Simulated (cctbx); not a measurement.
**Interatomic vectors of Zr6Ta3Re4B**

Space group P6_3/mmc (no. 194), a = 8.2790 Å, b = 8.2790 Å, c = 8.6280 Å, α = 90.00°, β = 90.00°, γ = 120.00°, content Re8 Ta6 Zr12 B2.

The data are simulated with cctbx, not measured: Cu Kα, λ = 1.54184 Å, to d = 0.8 Å, 70 % of the full sphere, strongest reflection 40000 counts, noise from counting, a 3 % proportional error and a noise floor of 8 counts (s.d.); no absorption, some extinction.

Patterson synthesis from sharpened amplitudes, origin scaled to 1000:

```text
Patterson group P 6/m m m
      u       v       w   height  length (A)
  0.000   0.000   0.000   1000.0     0.00
  0.000   0.344   0.000    313.1     2.85
  0.333   0.667   0.197    281.0     5.07
  0.211   0.422   0.500    258.7     5.27
  0.333   0.667   0.000    186.9     4.78
  0.113   0.227   0.275    143.2     2.87
  0.112   0.556   0.500    135.5     6.03
  0.000   0.304   0.198    128.0     3.04
  0.076   0.538   0.268    127.7     4.77
  0.000   0.000   0.500    109.6     4.31
  0.099   0.199   0.500    105.4     4.54
  0.000   0.000   0.385     93.9     3.32
  0.199   0.398   0.066     50.7     2.91
  0.070   0.139   0.064     43.5     1.14
```

**Question.** Which atom pairs make the peaks, and where is the heaviest atom?

A peak at u stands for all pairs with xi − xj = u, with weight Σ ZiZj against Σ Z² = 96224 at the origin. Peak heights follow these weights only roughly, since form factors, motion and series ripples differ, all vectors within 0.55 Å of a peak are counted as merged into it though the farther ones add only part of their weight, and F(000) is left out, which lowers the whole map:

| u | v | w | shortest length (Å) | height | 1000 ΣZiZj/ΣZ² | pairs in the cell |
| --- | --- | --- | --- | --- | --- | --- |
| 0.000 | 0.344 | 0.000 | 2.85 | 313 | 522 | 4 × Re–Ta, 2 × Re–Re, 2 × Ta–Ta, 4 × Zr–Zr |
| 0.333 | 0.667 | 0.197 | 5.07 | 281 | 377 | 6 × Re–Zr, 6 × Ta–Zr, 2 × Re–B |
| 0.211 | 0.422 | 0.500 | 5.27 | 259 | 485 | 4 × Re–Ta, 4 × Re–Zr, 4 × Zr–Zr, 1 × Re–Re, 2 × Re–B |
| 0.333 | 0.667 | 0.000 | 4.78 | 187 | 341 | 6 × Re–Ta |
| 0.113 | 0.227 | 0.275 | 2.88 | 143 | 301 | 4 × Ta–Zr, 2 × Re–Re, 2 × Re–Zr |
| 0.112 | 0.556 | 0.500 | 6.03 | 136 | 258 | 2 × Re–Ta, 2 × Ta–Ta, 2 × Zr–Zr |
| 0.000 | 0.304 | 0.198 | 3.04 | 128 | 246 | 4 × Re–Zr, 4 × Ta–Zr |
| 0.076 | 0.538 | 0.268 | 4.77 | 128 | 243 | 4 × Re–Zr, 2 × Re–Ta, 2 × Zr–B |
| 0.000 | 0.000 | 0.500 | 4.31 | 110 | 117 | 2 × Re–Re |
| 0.099 | 0.199 | 0.500 | 4.54 | 105 | 180 | 2 × Re–Re, 1 × Ta–Ta, 2 × Ta–B |

The table stops at ten peaks or at a height of 45, below which ripples compete. In the model behind the data Re, the heaviest element, has 2 independent sites: (0, 0, 1/2) and (0.8902, 0.1098, 1/4), up to an allowed shift of origin; the Re–Re vectors are differences of these positions and their symmetry mates. Elements of similar Z can't be told apart from the map alone. The whole model:

| atom | mult. | x | y | z | Ueq (Å²) |
| --- | --- | --- | --- | --- | --- |
| Re1 | 2 | 0 | 0 | 1/2 | 0.0053 |
| Re2 | 6 | 0.8902 | 0.1098 | 1/4 | 0.0060 |
| Ta1 | 6 | 0.5375 | 0.4625 | 1/4 | 0.0064 |
| Zr1 | 12 | 0.7950 | 0.2050 | 0.5550 | 0.0072 |
| B1 | 2 | 1/3 | 2/3 | 1/4 | 0.0125 |

The model is made up (kin elements in a known structure type, no relaxation), so it says nothing on whether the phase exists.

[Logs are printed without paths, hosts, clocks, repeated set-up lines and the standing remarks that a program may print on its own settings, such as how far it seeks lower states.]
